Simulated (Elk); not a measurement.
## Collinear magnetic orders of MnF2 with Elk

Does MnF2 prefer parallel or opposed moments, or none?

Program: Elk 11.2.3 (patched build). Level of theory: PBE with U = 4.00 eV on Mn d; all-electron APW+lo, Dirac cores, scalar-relativistic bands. Results are calculated unless marked as measured.

## (1) Starting point

The structure is tetragonal, space group P4_2/mnm (No. 136). Conventional cell: a = 4.874 Å, b = 4.874 Å, c = 3.311 Å, α = 90.00°, β = 90.00°, γ = 90.00°. Mn has 6 F at 2.10 to 2.13 Å nearest. F has 3 Mn at 2.10 to 2.13 Å nearest. Farther neighbours and most contacts between anions are not listed.

As a file:

```cif
data_structure
_symmetry_space_group_name_H-M 'P 1'
_symmetry_Int_Tables_number 1
_cell_length_a 4.8738
_cell_length_b 4.8738
_cell_length_c 3.3107
_cell_angle_alpha 90.000
_cell_angle_beta 90.000
_cell_angle_gamma 90.000
_cell_volume 78.64
loop_
_atom_site_label
_atom_site_type_symbol
_atom_site_fract_x
_atom_site_fract_y
_atom_site_fract_z
_atom_site_occupancy
Mn1 Mn 0.00000 0.00000 0.00000 1
Mn2 Mn 0.50000 0.50000 0.50000 1
F3 F 0.30530 0.30530 0.00000 1
F4 F 0.19470 0.80530 0.50000 1
F5 F 0.69470 0.69470 0.00000 1
F6 F 0.80530 0.19470 0.50000 1
```

## (2) Run 1 (ferro ++)

Parallel moments need no larger cell; this start tests for a ferromagnetic state only. A Hubbard term is added for the open shell, at a value in common use.

Moments are seeded by fields in the spheres (the last three columns under atoms), set against the wanted direction and reduced each loop.

The input, elk.in:

```
tasks
  0
  33
  73

xctype
  20

rgkmax
  7.0

nempty
  8

swidth
  0.001837

reducebf
  0.6

epsengy
  1e-05

maxscl
  100

lmaxi
  3

lmaxo
  10

lmaxapw
  10

spinpol
  .true.

sppath
  './'

avec
  9.21014718620 0.00000000000 0.00000000000
  0.00000000000 9.21014718620 0.00000000000
  0.00000000000 0.00000000000 6.25631628080

atoms
  2
  'Mn.in'
  2
  0.0000000000 0.0000000000 0.0000000000   0.000000 0.000000 -0.450000
  0.5000000000 0.5000000000 0.5000000000   0.000000 0.000000 -0.450000
  'F.in'
  4
  0.3053000000 0.3053000000 0.0000000000   0.000000 0.000000 0.000000
  0.1947000000 0.8053000000 0.5000000000   0.000000 0.000000 0.000000
  0.6947000000 0.6947000000 0.0000000000   0.000000 0.000000 0.000000
  0.8053000000 0.1947000000 0.5000000000   0.000000 0.000000 0.000000

ngridk
  8 8 8

dft+u
  1 1
  1 2 0.146997 0.000000

plot3d
  0 0 0
  1 0 0
  0 1 0
  0 0 1
  25 25 17
```

Started as:

```sh
$ OMP_NUM_THREADS=4 elk
```

Numbers of over 12 decimals in the logs are rounded to 6 here.

Log:

```text
Warning(init1): few empty states an atom for a second variation :    8.000000000
 they are its basis, with spin, DFT+U, afieldc (12 by default), in Hartree-Fock and RDMFT; 30 and more for pressures

--- INFO.OUT ---
┌─────────────────────────┐
│ Elk code version 11.2.3 │
└─────────────────────────┘

All units are atomic (Hartree, Bohr, etc.)

┌─────────────────────────────────────────────────┐
│ Ground-state run starting from atomic densities │
└─────────────────────────────────────────────────┘

Lattice vectors :
   9.210147186       0.000000000       0.000000000
   0.000000000       9.210147186       0.000000000
   0.000000000       0.000000000       6.256316281

Reciprocal lattice vectors :
  0.6822024860       0.000000000       0.000000000
   0.000000000      0.6822024860       0.000000000
   0.000000000       0.000000000       1.004294704

Unit cell volume      :    530.7033599
Brillouin zone volume :   0.4673989882

Muffin-tin inner radius fraction :   0.1000000000E-01

Nuclei treated as point charges

Species : 1 (Mn)
 parameters loaded from : Mn.in
 name : manganese
 nuclear charge    :   -25.00000000
 electronic charge :    25.00000000
 atomic mass :    100145.9370
 muffin-tin radius :    2.141764161
 number of radial points in muffin-tin :    993
 inner part over the whole radius :   0.9977511556E-02
 number on inner part of muffin-tin    :    698
 approximate nuclear radius :   0.7074591925E-04
 number of mesh points to nuclear radius :    332
 atomic positions (lattice), magnetic fields (Cartesian) :
  1 :   0.00000000  0.00000000  0.00000000    0.00000000  0.00000000 -0.45000000
  2 :   0.50000000  0.50000000  0.50000000    0.00000000  0.00000000 -0.45000000

Species : 2 (F)
 parameters loaded from : F.in
 name : fluorine
 nuclear charge    :   -9.000000000
 electronic charge :    9.000000000
 atomic mass :    34631.97045
 muffin-tin radius :    1.784803467
 number of radial points in muffin-tin :    593
 inner part over the whole radius :   0.9802786614E-02
 number on inner part of muffin-tin    :    408
 approximate nuclear radius :   0.5278478738E-04
 number of mesh points to nuclear radius :    176
 atomic positions (lattice), magnetic fields (Cartesian) :
  1 :   0.30530000  0.30530000  0.00000000    0.00000000  0.00000000  0.00000000
  2 :   0.19470000 -0.19470000  0.50000000    0.00000000  0.00000000  0.00000000
  3 :  -0.30530000 -0.30530000  0.00000000    0.00000000  0.00000000  0.00000000
  4 :  -0.19470000  0.19470000  0.50000000    0.00000000  0.00000000  0.00000000

Total number of atoms per unit cell :    6
Total muffin-tin volume :    177.5684124
 ratio of muffin-tin to unit cell volume :   0.3345907069

Spin treatment :
 spin-polarised
 global magnetic field (Cartesian) :    0.000000000       0.000000000       0.000000000
 collinear magnetisation in z-direction

Number of Bravais lattice symmetries :   16
Number of crystal symmetries         :   16
Crystal has inversion symmetry
Real symmetric eigensolver will be used

k-point grid :      8     8     8
k-point offset :    0.000000000       0.000000000       0.000000000
k-point set is reduced with full crystal symmetry group
Total number of k-points :       75

Muffin-tin radius times maximum |G+k| :    7.000000000
 using average radius
Maximum |G+k| for APW functions       :    3.676875420
Maximum (1/2)|G+k|²                   :    6.759706429
Maximum |G| for potential and density :    12.00000000
Constant for pseudocharge density :    6
 order of it for each species :   13  13
 order of it for pair densities of each species (exact exchange by exxq0 0: 17) :   12   8
Radial integration step length :    1

G-vector grid sizes :     36    36    24
Number of G-vectors :    15483

Maximum angular momentum used for
 APW functions            :   10
 outer part of muffin-tin :   10
 inner part of muffin-tin :    3

Total nuclear charge    :   -86.00000000
Total core charge       :    28.00000000
Total valence charge    :    58.00000000
Total excess charge     :    0.000000000
Total electronic charge :    86.00000000

Effective Wigner radius, rₛ :    1.137858502

Number of empty states         :     48
Total number of valence states :    156
Total number of core states    :     28

Third-order local-orbitals added for an l without core states : T
Total number of local-orbitals :     90

Exchange-correlation functional :     20     0     0
 Perdew-Burke-Ernzerhof, Phys. Rev. Lett. 77, 3865 (1996)
 gradient requirement :    1
 generalised gradient approximation (GGA)

DFT+U calculation
 fully localised limit (FLL)
 see Phys. Rev. B 52, R5467 (1995)
 species : 1 (Mn), l = 2, U =   0.14699700, J =   0.00000000

Smearing type :    3
 Fermi-Dirac
Smearing width :   0.1837000000E-02
Effective electronic temperature (K) :    580.0787206

Mixing type :    3
 Broyden mixing, J. Phys. A: Math. Gen. 17, L317 (1984)

Kohn-Sham potential initialised from atomic data

┌──────────────────────────────┐
│ Self-consistent loop started │
└──────────────────────────────┘

┌─────────────────┐
│ Loop number : 1 │
└─────────────────┘

Energies :
 Fermi                       :     0.26128915235364E-01
 sum of occupied eigenvalues :     -1566.9400158723
 electron kinetic            :      2752.0591593039
 core electron kinetic       :      2406.2101385336
 Coulomb                     :     -5322.4329590379
 Coulomb potential           :     -4111.6893688112
 nuclear-nuclear             :     -426.66169293074
 electron-nuclear            :     -5693.0037007951
 Hartree                     :      797.23243468795
 Madelung                    :     -3266.5882746323
 xc potential                :     -206.85995458072
 xc effective B-field        :    -0.818112
 external B-field            :      0.000000
 exchange                    :     -143.82840927775
 correlation                 :     -3.433290
 DFT+U                       :     0.625030
 electron entropic           :    -0.38961494797333E-04
 total energy                :     -2717.0105074717
 (external B-field energy excluded from total)

Density of states at Fermi energy :    1.796267571
 (states/Hartree/unit cell)

Estimated indirect band gap :   0.1054869377E-01
 from k-point 1 to k-point 1
Estimated direct band gap   :   0.1054869377E-01
 at k-point 1

Charges :
 core                        :    28.00000000
 valence                     :    58.00000000
 interstitial                :    4.767718297
 muffin-tins (core leakage)
  species : 1 (Mn)
   atom 1                    :    22.96108271     ( -0.2180828442E-06)
   atom 2                    :    22.96108271     ( -0.2180828442E-06)
  species : 2 (F)
   atom 1                    :    8.827529071     ( -0.2859255104E-06)
[...]
Energies :
 Fermi                       :     0.63341301932191E-02
 sum of occupied eigenvalues :     -1567.3439052649
 electron kinetic            :      2742.9853969769
 core electron kinetic       :      2401.0762580944
 Coulomb                     :     -5323.1712213145
 Coulomb potential           :     -4111.1034277514
 nuclear-nuclear             :     -426.66169293074
 electron-nuclear            :     -5695.0714571237
 Hartree                     :      798.56192873992
 Madelung                    :     -3267.6195074388
 xc potential                :     -198.65927310315
 xc effective B-field        :    -0.848259
 external B-field            :      0.000000
 exchange                    :     -143.95008580521
 correlation                 :     -3.432763
 DFT+U                       :     0.637193
 electron entropic           :    -0.39884720280393E-11
 total energy                :     -2726.9314802576
 (external B-field energy excluded from total)

Density of states at Fermi energy :   0.5443527398E-07
 (states/Hartree/unit cell)

Estimated indirect band gap :   0.8741340283E-01
 from k-point 1 to k-point 1
Estimated direct band gap   :   0.8741340283E-01
 at k-point 1

Charges :
 core                        :    28.00000000
 valence                     :    58.00000000
 interstitial                :    4.698475281
 muffin-tins (core leakage)
  species : 1 (Mn)
   atom 1                    :    22.97157336     ( -0.2180822811E-06)
   atom 2                    :    22.97157336     ( -0.2180822811E-06)
  species : 2 (F)
   atom 1                    :    8.839594498     ( -0.2859245209E-06)
   atom 2                    :    8.839594498     ( -0.2859245209E-06)
   atom 3                    :    8.839594498     ( -0.2859245209E-06)
   atom 4                    :    8.839594498     ( -0.2859245209E-06)
 total in muffin-tins        :    81.30152472
 total calculated charge     :    86.00000192
 total charge                :    86.00000000
 error                       :   0.1916812792E-05

Moments :
 interstitial                :   0.5657565652
 muffin-tins
  species : 1 (Mn)
   atom 1                    :    4.551522168
   atom 2                    :    4.551522168
  species : 2 (F)
   atom 1                    :   0.8279987306E-01
   atom 2                    :   0.8279987306E-01
   atom 3                    :   0.8279987306E-01
   atom 4                    :   0.8279987306E-01
 total in muffin-tins        :    9.434243828
 total moment                :    10.00000039

RMS change in Kohn-Sham potential (target) :    3.043733613     (  0.1000000000E-05)
Absolute change in total energy (target)   :    9.920972786     (  0.1000000000E-04)

[... loops 3 to 18 left out ...]

┌──────────────────┐
│ Loop number : 19 │
└──────────────────┘

Energies :
 Fermi                       :     0.112599
 sum of occupied eigenvalues :     -1554.8750060686
 electron kinetic            :      2745.5268501086
 core electron kinetic       :      2406.1293071248
 Coulomb                     :     -5316.5894225667
 Coulomb potential           :     -4110.6390118965
 nuclear-nuclear             :     -426.66169293074
 electron-nuclear            :     -5682.2941065815
 Hartree                     :      792.36637694555
 Madelung                    :     -3261.2699166184
 xc potential                :     -188.91626207669
 xc effective B-field        :    -0.846580
 external B-field            :      0.000000
 exchange                    :     -143.13091858646
 correlation                 :     -3.429481
 DFT+U                       :     0.639688
 electron entropic           :    -0.38906976608399E-11
 total energy                :     -2716.9832841973
 (external B-field energy excluded from total)

Density of states at Fermi energy :   0.5445248208E-07
 (states/Hartree/unit cell)

Estimated indirect band gap :   0.8477963383E-01
 from k-point 1 to k-point 1
Estimated direct band gap   :   0.8477963383E-01
 at k-point 1

Charges :
 core                        :    28.00000000
 valence                     :    58.00000000
 interstitial                :    5.195400051
 muffin-tins (core leakage)
  species : 1 (Mn)
   atom 1                    :    23.02872108     ( -0.2180808156E-06)
   atom 2                    :    23.02872108     ( -0.2180808156E-06)
  species : 2 (F)
   atom 1                    :    8.686789447     ( -0.2859035497E-06)
   atom 2                    :    8.686789447     ( -0.2859035497E-06)
   atom 3                    :    8.686789447     ( -0.2859035497E-06)
   atom 4                    :    8.686789447     ( -0.2859035497E-06)
 total in muffin-tins        :    80.80459995
 total calculated charge     :    86.00000234
 total charge                :    86.00000000
 error                       :   0.2344156712E-05

Moments :
 interstitial                :   0.5840677461
 muffin-tins
  species : 1 (Mn)
   atom 1                    :    4.565866266
   atom 2                    :    4.565866266
  species : 2 (F)
   atom 1                    :   0.7105002391E-01
   atom 2                    :   0.7105002391E-01
   atom 3                    :   0.7105002391E-01
   atom 4                    :   0.7105002391E-01
 total in muffin-tins        :    9.415932628
 total moment                :    10.00000037

RMS change in Kohn-Sham potential (target) :   0.1550993201E-06 (  0.1000000000E-05)
Absolute change in total energy (target)   :   0.4857693966E-05 (  0.1000000000E-04)

Convergence targets achieved

┌──────────────────┐
│ Loop number : 20 │
└──────────────────┘

Energies :
 Fermi                       :     0.112599
 sum of occupied eigenvalues :     -1554.8750036478
 electron kinetic            :      2745.5268519013
 core electron kinetic       :      2406.1293078146
 Coulomb                     :     -5316.5894218220
 Coulomb potential           :     -4110.6390130927
 nuclear-nuclear             :     -426.66169293074
 electron-nuclear            :     -5682.2941038540
 Hartree                     :      792.36637496271
 Madelung                    :     -3261.2699152756
 xc potential                :     -188.91626224403
 xc effective B-field        :    -0.846579
 external B-field            :      0.000000
 exchange                    :     -143.13091837560
 correlation                 :     -3.429481
 DFT+U                       :     0.639688
 electron entropic           :    -0.38906894109790E-11
 total energy                :     -2716.9832814837
 (external B-field energy excluded from total)

Density of states at Fermi energy :   0.5445236911E-07
 (states/Hartree/unit cell)

Estimated indirect band gap :   0.8477956419E-01
 from k-point 1 to k-point 1
Estimated direct band gap   :   0.8477956419E-01
 at k-point 1

Charges :
 core                        :    28.00000000
 valence                     :    58.00000000
 interstitial                :    5.195400103
 muffin-tins (core leakage)
  species : 1 (Mn)
   atom 1                    :    23.02872106     ( -0.2180805474E-06)
   atom 2                    :    23.02872106     ( -0.2180805474E-06)
  species : 2 (F)
   atom 1                    :    8.686789442     ( -0.2859036852E-06)
   atom 2                    :    8.686789442     ( -0.2859036852E-06)
   atom 3                    :    8.686789442     ( -0.2859036852E-06)
   atom 4                    :    8.686789442     ( -0.2859036852E-06)
 total in muffin-tins        :    80.80459990
 total calculated charge     :    86.00000234
 total charge                :    86.00000000
 error                       :   0.2344157366E-05

Moments :
 interstitial                :   0.5840672359
 muffin-tins
  species : 1 (Mn)
   atom 1                    :    4.565865895
   atom 2                    :    4.565865895
  species : 2 (F)
   atom 1                    :   0.7105033684E-01
   atom 2                    :   0.7105033684E-01
   atom 3                    :   0.7105033684E-01
   atom 4                    :   0.7105033684E-01
 total in muffin-tins        :    9.415933138
 total moment                :    10.00000037

┌──────────────────────────────┐
│ Self-consistent loop stopped │
└──────────────────────────────┘

Wrote STATE.OUT
```

The job ended after 21 min (4 threads of Arm Neoverse V2, shared host; peak memory 0.74 GiB; 81 min of CPU time).

Spin moment in the muffin-tin sphere by atom:

```csv
atom,spin moment in the muffin-tin sphere (μB)
Mn1,4.57
Mn2,4.57
F3,0.07
F4,0.07
F5,0.07
F6,0.07
```

Numbers from this step:

| Quantity | Value |
| --- | --- |
| density of states at the Fermi level | 2.00e-9 states/eV/cell |
| moment between the spheres | 0.5841 μB |
| magnetization | 10 μB |
| final state | ferromagnetic |

After 20 cycles the largest moment stands at 4.57 μB.

(Continued in part 2 of 2.)

[Logs and program files are shortened in this print: banners, set-up blocks, solver, clock and traceback lines can be left out without a mark of their own.]

[Logs are printed without paths, hosts, clocks, repeated set-up lines and the standing remarks that a program may print on its own settings, such as how far it seeks lower states.]

[Hosts, paths, dates, database ids (printed as entryN), source tags and the programs' standing remarks are cut or masked in the printed files.]

[Where a cell is said to come from a database of computed structures, the database is the Materials Project.]
